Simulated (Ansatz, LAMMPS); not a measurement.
# Charge trapping in glassy 85GeO2-15Li2O (mol %) (78 atoms)

Does an extra electron or hole in glassy 85GeO2-15Li2O (mol %) (78 atoms) stay spread out, or do the atoms trap it?

Calculated with Ansatz 0.2.0; Kohn-Sham DFT, PBE, PAW (set soft_2), plane waves.

### Step 1. The starting structure

The cell holds 78 atoms: 22 Ge, 8 Li and 48 O. Cell: a = 10.430 Å, b = 10.430 Å, c = 10.430 Å, α = 90.0°, β = 90.0°, γ = 90.0°. 78 atoms (22 Ge, 8 Li, 48 O) placed at random at 3.6 g/cm³, melted at 4000 K for 10 ps at fixed volume with the Morse and Coulomb pair potential with partial charges (Pedone, Malavasi, Menziani, Cormack and Segre, J. Phys. Chem. B 110, 11780 (2006)). Quenched from 4000 K to 300 K at 300 K/ps and fixed volume, held 10 ps at zero pressure.

Limits known from the start: The quench rate of 300 K/ps is many orders above laboratory rates, so the cell is likely richer in defects and strain than a real sample. The starting topology of bonds comes from the classical model, and needn't be the one that DFT or experiment would give. The Brillouin zone is sampled at Γ only, in a cell whose shortest periodic width is 10 Å.

### Step 2. Single point at the start

The forces at the start show how far the geometry lies from a minimum of this functional.

Contents of input.yaml:

```yaml
crystal:
  lattice:
    - [10.43027, 0.0, 0.0]
    - [0.0, 10.43027, 0.0]
    - [0.0, 0.0, 10.43027]
  atoms:
    - { symbol: Ge, position: [0.66575, 0.55056, 0.61655] }
    - { symbol: Ge, position: [0.12292, 0.78643, 0.82888] }
    - { symbol: Ge, position: [0.61418, 0.91412, 0.92524] }
    - { symbol: Ge, position: [0.42479, 0.344, 0.68482] }
    - { symbol: Ge, position: [0.948, 0.6365, 0.07979] }
    - { symbol: Ge, position: [0.75422, 0.06723, 0.43183] }
    - { symbol: Ge, position: [0.41798, 0.63136, 0.33286] }
    - { symbol: Ge, position: [0.89497, 0.34764, 0.18937] }
    - { symbol: Ge, position: [0.4611, 0.3675, 0.00051] }
    - { symbol: Ge, position: [0.14734, 0.09004, 0.85902] }
    - { symbol: Ge, position: [0.15494, 0.71321, 0.5083] }
    - { symbol: Ge, position: [0.87756, 0.33392, 0.51798] }
    - { symbol: Ge, position: [0.41668, 0.04161, 0.69647] }
    - { symbol: Ge, position: [0.64804, 0.15593, 0.14397] }
    - { symbol: Ge, position: [0.18633, 0.4278, 0.16379] }
    - { symbol: Ge, position: [0.54689, 0.83541, 0.50981] }
    - { symbol: Ge, position: [0.24541, 0.06679, 0.15134] }
    - { symbol: Ge, position: [0.99545, 0.89459, 0.28449] }
    - { symbol: Ge, position: [0.0112, 0.37195, 0.81837] }
    - { symbol: Ge, position: [0.736, 0.46843, 0.91446] }
    - { symbol: Ge, position: [0.36876, 0.77941, 0.05578] }
    - { symbol: Ge, position: [0.17405, 0.41797, 0.48446] }
    - { symbol: Li, position: [0.40124, 0.30095, 0.33957] }
    - { symbol: Li, position: [0.90226, 0.92854, 0.91967] }
    - { symbol: Li, position: [0.62438, 0.6497, 0.08877] }
    - { symbol: Li, position: [0.82093, 0.72121, 0.83817] }
    - { symbol: Li, position: [0.70215, 0.49922, 0.32903] }
    - { symbol: Li, position: [0.14434, 0.15623, 0.40306] }
    - { symbol: Li, position: [0.21795, 0.57174, 0.94652] }
    - { symbol: Li, position: [0.74097, 0.20897, 0.7148] }
    - { symbol: O, position: [0.36768, 0.66868, 0.17237] }
    - { symbol: O, position: [0.78861, 0.63613, 0.00622] }
    - { symbol: O, position: [0.42609, 0.92643, 0.5849] }
    - { symbol: O, position: [0.22682, 0.11798, 0.99696] }
    - { symbol: O, position: [0.2607, 0.7598, 0.92472] }
    - { symbol: O, position: [0.52484, 0.79048, 0.99552] }
    - { symbol: O, position: [0.87476, 0.31279, 0.34724] }
    - { symbol: O, position: [0.10855, 0.56668, 0.10998] }
    - { symbol: O, position: [0.54772, 0.43842, 0.63215] }
    - { symbol: O, position: [0.51487, 0.77034, 0.36272] }
    - { symbol: O, position: [0.08736, 0.93772, 0.87119] }
    - { symbol: O, position: [0.88105, 0.51632, 0.19392] }
    - { symbol: O, position: [0.72899, 0.56247, 0.77382] }
    - { symbol: O, position: [0.04409, 0.2098, 0.83494] }
    - { symbol: O, position: [0.30478, 0.38688, 0.5783] }
    - { symbol: O, position: [0.05486, 0.32466, 0.1463] }
    - { symbol: O, position: [0.95926, 0.78054, 0.1654] }
    - { symbol: O, position: [0.9267, 0.37086, 0.67675] }
    - { symbol: O, position: [0.6906, 0.32152, 0.85195] }
    - { symbol: O, position: [0.40957, 0.34868, 0.84795] }
    - { symbol: O, position: [0.74354, 0.88218, 0.83506] }
    - { symbol: O, position: [0.08603, 0.56114, 0.48948] }
    - { symbol: O, position: [0.60662, 0.69405, 0.57965] }
    - { symbol: O, position: [0.06987, 0.29688, 0.49531] }
    - { symbol: O, position: [0.76804, 0.47149, 0.51504] }
    - { symbol: O, position: [0.90126, 0.43073, 0.93365] }
    - { symbol: O, position: [0.1055, 0.99736, 0.21085] }
    - { symbol: O, position: [0.29446, 0.16299, 0.27408] }
    - { symbol: O, position: [0.66369, 0.11871, 0.30384] }
    - { symbol: O, position: [0.25938, 0.07465, 0.74069] }
    - { symbol: O, position: [0.51506, 0.24089, 0.0871] }
    - { symbol: O, position: [0.08313, 0.81516, 0.4034] }
    - { symbol: O, position: [0.50863, 0.49918, 0.33774] }
    - { symbol: O, position: [0.78406, 0.25191, 0.12255] }
    - { symbol: O, position: [0.00226, 0.70855, 0.91625] }
    - { symbol: O, position: [0.14262, 0.45881, 0.82568] }
    - { symbol: O, position: [0.6648, 0.94534, 0.499] }
    - { symbol: O, position: [0.88784, 0.99044, 0.36612] }
    - { symbol: O, position: [0.22887, 0.42881, 0.32338] }
    - { symbol: O, position: [0.50517, 0.99824, 0.82705] }
    - { symbol: O, position: [0.58589, 0.47961, 0.00369] }
    - { symbol: O, position: [0.15445, 0.75316, 0.6717] }
    - { symbol: O, position: [0.30188, 0.66605, 0.44604] }
    - { symbol: O, position: [0.79876, 0.18385, 0.54435] }
    - { symbol: O, position: [0.46748, 0.18729, 0.64578] }
    - { symbol: O, position: [0.65634, 0.01873, 0.04783] }
    - { symbol: O, position: [0.32304, 0.40933, 0.07927] }
    - { symbol: O, position: [0.34018, 0.93017, 0.12462] }
kpoints:
  mp_grid: { grid: [1, 1, 1] }
hamiltonian:
  xc: pbe
scf:
  occupations: { method: gaussian, width: 0.025 }
output:
  forces: true
```

On the command line:

```
$ ansatz run input.yaml --threads 4 --pin off --max-ram 8192MiB --backend cpu --events-out ev --progress --plain --runs-dir out
```

The log of the run:

```text
Engine: ansatz 0.2.0, aarch64-unknown-linux-gnu
Pseudopotentials: kind: paw
Pseudopotential: Ge, paw, valence charge 14, recommended cutoff 420 eV (normal), Ge.paw.azcp
Pseudopotential: Li, paw, valence charge 3, recommended cutoff 420 eV (normal), Li.paw.azcp
Pseudopotential: O, paw, valence charge 6, recommended cutoff 420 eV (normal), O.paw.azcp
[... 5 lines on functional and potentials left out ...]
Crystal: 78 atoms, lattice volume = 1134.715 Å³
Basis set: ecut = 420 eV, 22119 PW (Γ), exchange–correlation on 144×144×144 points (8 copies of the dense FFT grid, shifted against one another)
Bands: 388, of which v1, the nominal top of the filled ones, is band 310 counted from 1 (309 counted from 0)
Symmetry: 1 space group operations
Space group: P1 (ITA 1), of the structure as read, at distance tolerance 1.0e-4 Å
k-points: 1
[... 7 lines on functional and potentials left out ...]
Initial density: superposition of atomic densities (neutral atoms: chi_scale 0, normalization atom), corrected by the library's trained network
Initial wavefunctions: pseudopotential atomic-orbital guess
Functional: x = pbe(κ = 0.804, μ = 0.219515), c = pbe(β = 0.066725)
SCF iter   1: F=—  HF=-123361.488340 eV  |F-HF|=—  |Δ(HF+E_count)|=         —  Δρ=3.79e-3  dr2=3.42e-1  ethr=1.77e-3  ⟨swp⟩=6.0  Hψ=1521  notcnv=0  defer=51
preconditioner: auto → Resta (q_TF=auto, 2.467 Å⁻¹)  ε∞=2.7  [insulator: Δε(μ)=0.918 eV  Ē_g=20.751 eV  σ=0.025 eV  W_gap=1.00  n_scr=256 (ndim 8)  ℏωp=27.1 eV  f_vac=0.253  D(μ)=0.00/eV (n_scr^D=0)  ε∞_Penn≈2.7]
SCF iter   2: F=—  HF=-123361.420503 eV  |F-HF|=—  |Δ(HF+E_count)|=   6.78e-2  Δρ=2.48e-3  dr2=6.32e-2  ethr=5.52e-5  ⟨swp⟩=2.0  Hψ=597  notcnv=0  defer=73
SCF iter   3: F=—  HF=-123361.409995 eV  |F-HF|=—  |Δ(HF+E_count)|=   1.05e-2  Δρ=9.42e-4  dr2=2.12e-2  ethr=1.02e-5  ⟨swp⟩=2.0  Hψ=563  notcnv=0  defer=45
automatic band count: iteration 3 solves 360 bands in place of 388: the levels show a gap, and the empty bands left out lie too high to hold charge; the band table lists the bands solved (type scf.n_extra_bands for more)
SCF iter   4: F=—  HF=-123361.406470 eV  |F-HF|=—  |Δ(HF+E_count)|=   3.53e-3  Δρ=5.18e-4  dr2=3.04e-3  ethr=3.42e-6  ⟨swp⟩=2.0  Hψ=518  notcnv=0  defer=45
SCF iter   5: F=—  HF=-123361.406190 eV  |F-HF|=—  |Δ(HF+E_count)|=   2.80e-4  Δρ=1.95e-4  dr2=4.79e-4  ethr=4.90e-7  ⟨swp⟩=2.0  Hψ=563  notcnv=0  defer=45
SCF iter   6: F=—  HF=-123361.406247 eV  |F-HF|=—  |Δ(HF+E_count)|=   5.68e-5  Δρ=6.80e-5  dr2=5.16e-5  ethr=7.73e-8  ⟨swp⟩=2.0  Hψ=516  notcnv=0  defer=45
SCF iter   7: F=—  HF=-123361.407834 eV  |F-HF|=—  |Δ(HF+E_count)|=   1.59e-3  Δρ=2.86e-5  dr2=8.32e-6  ethr=8.33e-9  ⟨swp⟩=2.0  Hψ=623  notcnv=0  defer=45
SCF iter   8: F=—  HF=-123361.407839 eV  |F-HF|=—  |Δ(HF+E_count)|=   5.68e-6  Δρ=1.24e-5  dr2=2.00e-6  ethr=1.34e-9  ⟨swp⟩=2.0  Hψ=512  notcnv=0  defer=45
SCF iter   9: F=—  HF=-123361.407839 eV  |F-HF|=—  |Δ(HF+E_count)|=   1.74e-7  Δρ=4.24e-6  dr2=2.37e-7  ethr=3.23e-10  ⟨swp⟩=2.0  Hψ=521  notcnv=0  defer=45
SCF iter  10: F=-123361.407840 eV  HF=-123361.407840 eV  |F-HF|=8.82e-9  |Δ(HF+E_count)|=   1.14e-7  Δρ=2.13e-6  dr2=5.22e-8  ethr=1.61e-11  ⟨swp⟩=4.0  Hψ=1126  notcnv=0
SCF 1 converged in 10 iterations: F = -123361.407840 eV  dr2 = 5.22e-8
  greatest PAW one-centre occupation: 1.000 electrons in one spin orbital (limit 2), on the Li atom at site 25 (counted from 0), in its partial waves of l = 0
SCF converged after 10 iterations
Free energy (F): -123361.407840 eV
Harris-Foulkes:  -123361.407840 eV  (|F-HF|=8.82e-9)
Internal energy: -123361.407840 eV  (E = F + TS)
E sigma→0 (E₀):  -123361.407840 eV
Fermi energy:    5.370834 eV
--- Per-component energies (eV) ---
  E_band       = -6494.892676
  E_kinetic    = 11092.631483
  E_local      = -97035.131777  (includes V_loc(G=0)·N_el)
  E_nonlocal   = 11440.504987
  E_hartree    = 41500.717440
  E_xc         = -5257.784407
  E_vxc        = -6015.824984  (∫ρ·V_xc dr)
  E_paw        = -52373.594756  (= ΣΔE_a)
  E_vpaw       = -8978.633985  (= ΣTr[D̂ρ^β])
  E_aug_tail   = 0.127350  (compensation charges beyond the density's cutoff)
  E_ewald      = -32728.878160
  E_smearing   = -0.000000  (= −TS)
  E_closure    = 0.000000  (closes the sum)
  Σ components = -123361.407840   (vs F -123361.407840, Δ=0.00e0)
--- Forces (eV/Å), atoms counted from 1 ---
  atom   1  Ge     0.64734621    -1.90686533     3.29192750
  atom   2  Ge     0.65773830    -2.62852155     1.27220618
  atom   3  Ge    -1.09751647     1.25889901    -0.90374875
  atom   4  Ge     0.72051323     0.48053257     0.35261219
  atom   5  Ge    -0.34490473    -2.24001362    -0.61559479
  atom   6  Ge     0.20169121    -0.46386143    -0.85277215
  atom   7  Ge     0.09782382     1.24246240    -0.16667469
  atom   8  Ge     2.00433248     2.30986348    -0.57609969
  atom   9  Ge     2.28750207     0.53394435    -0.92402369
  atom  10  Ge     1.42543456     1.09131214    -0.19968920
  atom  11  Ge    -0.04251829    -1.43904839    -0.33747089
  atom  12  Ge     2.37986121     1.34634559    -0.08738551
  atom  13  Ge    -0.41508496     0.38264168     2.38200611
  atom  14  Ge     0.37960283     0.22680097    -1.93480965
[...]
atom  77  O     -0.07260135     0.67332386    -0.31401267
  atom  78  O      0.91287009    -0.66147051     0.16402098
  max |Σ_I F_I| component: 4.81e-5 eV/Å
```

Run time: 15 s. Hardware: 4 threads of Arm Neoverse V1, shared host; peak memory 1.5 GiB.

The column dr2 measures how far the density is from self-consistency, as an energy; F and HF (Harris–Foulkes) agree once it is small.

The r.m.s. force at the start is 1.1 eV/Å.

### Step 3. Relaxation

The atoms are relaxed in the fixed cell, aiming at the force tolerance of the input.

Contents of input.yaml:

```yaml
crystal:
  lattice:
    - [10.43027, 0.0, 0.0]
    - [0.0, 10.43027, 0.0]
    - [0.0, 0.0, 10.43027]
  atoms:
    [... the 78 atom lines of step 2 ...]
kpoints:
  mp_grid: { grid: [1, 1, 1] }
hamiltonian:
  xc: pbe
scf:
  occupations: { method: gaussian, width: 0.025 }
output:
  forces: true
relax:
  f_tol: 0.05
  max_steps: 120
```

The log of the run:

```text
[...]
Crystal: 78 atoms, lattice volume = 1134.715 Å³
Basis set: ecut = 420 eV, 22119 PW (Γ), exchange–correlation on 144×144×144 points (8 copies of the dense FFT grid, shifted against one another)
Bands: 388, of which v1, the nominal top of the filled ones, is band 310 counted from 1 (309 counted from 0)
Symmetry: 1 space group operations
[...]
k-points: 1
[...]
SCF iter   1: F=—  HF=-123361.488340 eV  |F-HF|=—  |Δ(HF+E_count)|=         —  Δρ=3.79e-3  dr2=3.42e-1  ethr=1.77e-3  ⟨swp⟩=6.0  Hψ=1521  notcnv=0  defer=51
[...]
SCF iter   5: F=—  HF=-123361.407758 eV  |F-HF|=—  |Δ(HF+E_count)|=   2.88e-4  Δρ=1.95e-4  dr2=4.82e-4  ethr=4.95e-7  ⟨swp⟩=2.0  Hψ=596  notcnv=0  defer=73
SCF iter   6: F=-123361.407817 eV  HF=-123361.407823 eV  |F-HF|=5.47e-6  |Δ(HF+E_count)|=   6.45e-5  Δρ=6.84e-5  dr2=5.25e-5  ethr=1.01e-8  ⟨swp⟩=2.0  Hψ=1216  notcnv=0
SCF 1 converged in 6 iterations: F = -123361.407817 eV  dr2 = 5.25e-5
[...]
relax step   1: F+E_penalty+E_count = -123361.40781727 eV  Δ(F+E_penalty+E_count) = +0.000e0 eV  max|allowed force component| = 3.674e0 eV/Å  Δτ_max = 0.0000 Å  (6 SCF iters, dr2 threshold 6.25e-5 eV, accepted)
[...]
relax step   2: F+E_penalty+E_count = -123366.46652021 eV  Δ(F+E_penalty+E_count) = -5.059e0 eV  max|allowed force component| = 2.094e0 eV/Å  Δτ_max = 0.1910 Å  (7 SCF iters, dr2 threshold 1.00e-4 eV, accepted)
[...]
relax step   3: F+E_penalty+E_count = -123369.46932980 eV  Δ(F+E_penalty+E_count) = -3.003e0 eV  max|allowed force component| = 6.276e-1 eV/Å  Δτ_max = 0.1902 Å  (7 SCF iters, dr2 threshold 1.00e-4 eV, accepted)
relax step   4: F+E_penalty+E_count = -123370.00982293 eV  Δ(F+E_penalty+E_count) = -5.405e-1 eV  max|allowed force component| = 5.412e-1 eV/Å  Δτ_max = 0.1939 Å  (7 SCF iters, dr2 threshold 3.54e-5 eV, accepted)
relax step   5: F+E_penalty+E_count = -123370.38696423 eV  Δ(F+E_penalty+E_count) = -3.771e-1 eV  max|allowed force component| = 4.897e-1 eV/Å  Δτ_max = 0.1951 Å  (7 SCF iters, dr2 threshold 2.63e-5 eV, accepted)
relax step   6: F+E_penalty+E_count = -123370.65820150 eV  Δ(F+E_penalty+E_count) = -2.712e-1 eV  max|allowed force component| = 5.804e-1 eV/Å  Δτ_max = 0.2000 Å  (7 SCF iters, dr2 threshold 1.00e-4 eV, accepted)
relax step   7: F+E_penalty+E_count = -123370.83803065 eV  Δ(F+E_penalty+E_count) = -1.798e-1 eV  max|allowed force component| = 6.045e-1 eV/Å  Δτ_max = 0.1956 Å  (7 SCF iters, dr2 threshold 1.00e-4 eV, accepted)
relax step   8: F+E_penalty+E_count = -123370.94839521 eV  Δ(F+E_penalty+E_count) = -1.104e-1 eV  max|allowed force component| = 2.491e-1 eV/Å  Δτ_max = 0.0843 Å  (6 SCF iters, dr2 threshold 1.00e-4 eV, accepted)
relax step   9: F+E_penalty+E_count = -123371.03226809 eV  Δ(F+E_penalty+E_count) = -8.387e-2 eV  max|allowed force component| = 2.815e-1 eV/Å  Δτ_max = 0.2000 Å  (7 SCF iters, dr2 threshold 1.05e-5 eV, accepted)
relax step  10: F+E_penalty+E_count = -123371.09742033 eV  Δ(F+E_penalty+E_count) = -6.515e-2 eV  max|allowed force component| = 3.482e-1 eV/Å  Δτ_max = 0.1949 Å  (7 SCF iters, dr2 threshold 1.35e-5 eV, accepted)
relax step  11: F+E_penalty+E_count = -123371.12664138 eV  Δ(F+E_penalty+E_count) = -2.922e-2 eV  max|allowed force component| = 1.531e-1 eV/Å  Δτ_max = 0.1083 Å  (6 SCF iters, dr2 threshold 1.00e-4 eV, accepted)
relax step  12: F+E_penalty+E_count = -123371.15234260 eV  Δ(F+E_penalty+E_count) = -2.570e-2 eV  max|allowed force component| = 2.504e-1 eV/Å  Δτ_max = 0.1316 Å  (8 SCF iters, dr2 threshold 4.53e-6 eV, accepted)
relax step  13: F+E_penalty+E_count = -123371.19375885 eV  Δ(F+E_penalty+E_count) = -4.142e-2 eV  max|allowed force component| = 2.086e-1 eV/Å  Δτ_max = 0.0938 Å  (6 SCF iters, dr2 threshold 1.21e-5 eV, accepted)
relax step  14: F+E_penalty+E_count = -123371.25986601 eV  Δ(F+E_penalty+E_count) = -6.611e-2 eV  max|allowed force component| = 2.192e-1 eV/Å  Δτ_max = 0.1983 Å  (7 SCF iters, dr2 threshold 3.02e-5 eV, accepted)
relax step  15: F+E_penalty+E_count = -123371.30400156 eV  Δ(F+E_penalty+E_count) = -4.414e-2 eV  max|allowed force component| = 2.221e-1 eV/Å  Δτ_max = 0.1944 Å  (7 SCF iters, dr2 threshold 3.33e-5 eV, accepted)
relax step  16: F+E_penalty+E_count = -123371.42322736 eV  Δ(F+E_penalty+E_count) = -1.192e-1 eV  max|allowed force component| = 7.145e-1 eV/Å  Δτ_max = 0.2000 Å  (7 SCF iters, dr2 threshold 4.93e-5 eV, accepted)
relax step  17: F+E_penalty+E_count = -123371.52680387 eV  Δ(F+E_penalty+E_count) = -1.036e-1 eV  max|allowed force component| = 5.169e-1 eV/Å  Δτ_max = 0.1928 Å  (7 SCF iters, dr2 threshold 1.00e-4 eV, accepted)
relax step  18: F+E_penalty+E_count = -123371.57322279 eV  Δ(F+E_penalty+E_count) = -4.642e-2 eV  max|allowed force component| = 5.121e-1 eV/Å  Δτ_max = 0.0997 Å  (7 SCF iters, dr2 threshold 1.00e-4 eV, accepted)
relax step  19: F+E_penalty+E_count = -123371.71673576 eV  Δ(F+E_penalty+E_count) = -1.435e-1 eV  max|allowed force component| = 2.410e-1 eV/Å  Δτ_max = 0.1867 Å  (7 SCF iters, dr2 threshold 1.00e-4 eV, accepted)
relax step  20: F+E_penalty+E_count = -123371.77140819 eV  Δ(F+E_penalty+E_count) = -5.467e-2 eV  max|allowed force component| = 3.589e-1 eV/Å  Δτ_max = 0.1480 Å  (7 SCF iters, dr2 threshold 1.29e-5 eV, accepted)
relax step  21: F+E_penalty+E_count = -123371.80987938 eV  Δ(F+E_penalty+E_count) = -3.847e-2 eV  max|allowed force component| = 2.518e-1 eV/Å  Δτ_max = 0.0484 Å  (6 SCF iters, dr2 threshold 2.85e-5 eV, accepted)
relax step  22: F+E_penalty+E_count = -123371.85433064 eV  Δ(F+E_penalty+E_count) = -4.445e-2 eV  max|allowed force component| = 2.121e-1 eV/Å  Δτ_max = 0.1174 Å  (6 SCF iters, dr2 threshold 3.12e-5 eV, accepted)
relax step  23: F+E_penalty+E_count = -123371.88868457 eV  Δ(F+E_penalty+E_count) = -3.435e-2 eV  max|allowed force component| = 1.566e-1 eV/Å  Δτ_max = 0.1575 Å  (6 SCF iters, dr2 threshold 2.21e-5 eV, accepted)
relax step  24: F+E_penalty+E_count = -123371.90682407 eV  Δ(F+E_penalty+E_count) = -1.814e-2 eV  max|allowed force component| = 9.652e-2 eV/Å  Δτ_max = 0.0696 Å  (6 SCF iters, dr2 threshold 1.34e-5 eV, accepted)
relax step  25: F+E_penalty+E_count = -123371.81784845 eV  Δ(F+E_penalty+E_count) = +8.898e-2 eV  max|allowed force component| = 3.511e-1 eV/Å  Δτ_max = 0.2000 Å  (8 SCF iters, dr2 threshold 3.54e-6 eV, rejected (line search))
relax step  26: F+E_penalty+E_count = -123371.91954517 eV  Δ(F+E_penalty+E_count) = -1.272e-2 eV  max|allowed force component| = 5.696e-2 eV/Å  Δτ_max = 0.0794 Å  (10 SCF iters, accepted)
[...]
relax step  27: F+E_penalty+E_count = -123371.92089690 eV  Δ(F+E_penalty+E_count) = -1.352e-3 eV  max|allowed force component| = 4.864e-2 eV/Å  Δτ_max = 0.0130 Å  (8 SCF iters, accepted)
SCF converged after 8 iterations
Free energy (F): -123371.920897 eV
[...]
Internal energy: -123371.920897 eV  (E = F + TS)
E sigma→0 (E₀):  -123371.920897 eV
Fermi energy:    4.410438 eV
[...]
Σ components = -123371.920897   (vs F -123371.920897, Δ=0.00e0)
--- Forces (eV/Å), atoms counted from 1 ---
  atom   1  Ge     0.01324988    -0.00062432    -0.01625537
  atom   2  Ge     0.00088454    -0.02782149     0.00893759
  atom   3  Ge     0.02088721     0.00323669    -0.00751527
  atom   4  Ge    -0.01600256     0.03202135     0.02746136
[...]
atom  78  O      0.00246304    -0.00920478    -0.01078236
  max |Σ_I F_I| component: 3.34e-5 eV/Å
--- Relaxed structure (27 steps of the walk, 26 accepted, 0 SCFs on fresh bases) ---
  F+E_penalty+E_count = -123371.92089690 eV   max|allowed force component| = 4.864e-2 eV/Å
  atoms:
    - { symbol: Ge, position: [0.667810, 0.543068, 0.615489] }
    - { symbol: Ge, position: [0.124952, 0.774702, 0.845545] }
    - { symbol: Ge, position: [0.621414, 0.920133, 0.945219] }
    - { symbol: Ge, position: [0.430266, 0.331341, 0.667019] }
[...]
- { symbol: O, position: [0.355930, 0.964813, 0.078607] }
```

Run time: 4.2 min. Hardware: 4 threads; peak memory 1.5 GiB.

The relaxation converged after 27 steps, 10.5 eV below its start, with a largest force component of 0.049 eV/Å.

[end of part 1 of 4]

[Long decimals in the printed logs are rounded to 6 places.]

[Logs are printed without paths, hosts, clocks, repeated set-up lines and the standing remarks that a program may print on its own settings, such as how far it seeks lower states.]

[Hosts, paths, dates, database ids (printed as entryN), source tags and the programs' standing remarks are cut or masked in the printed files.]
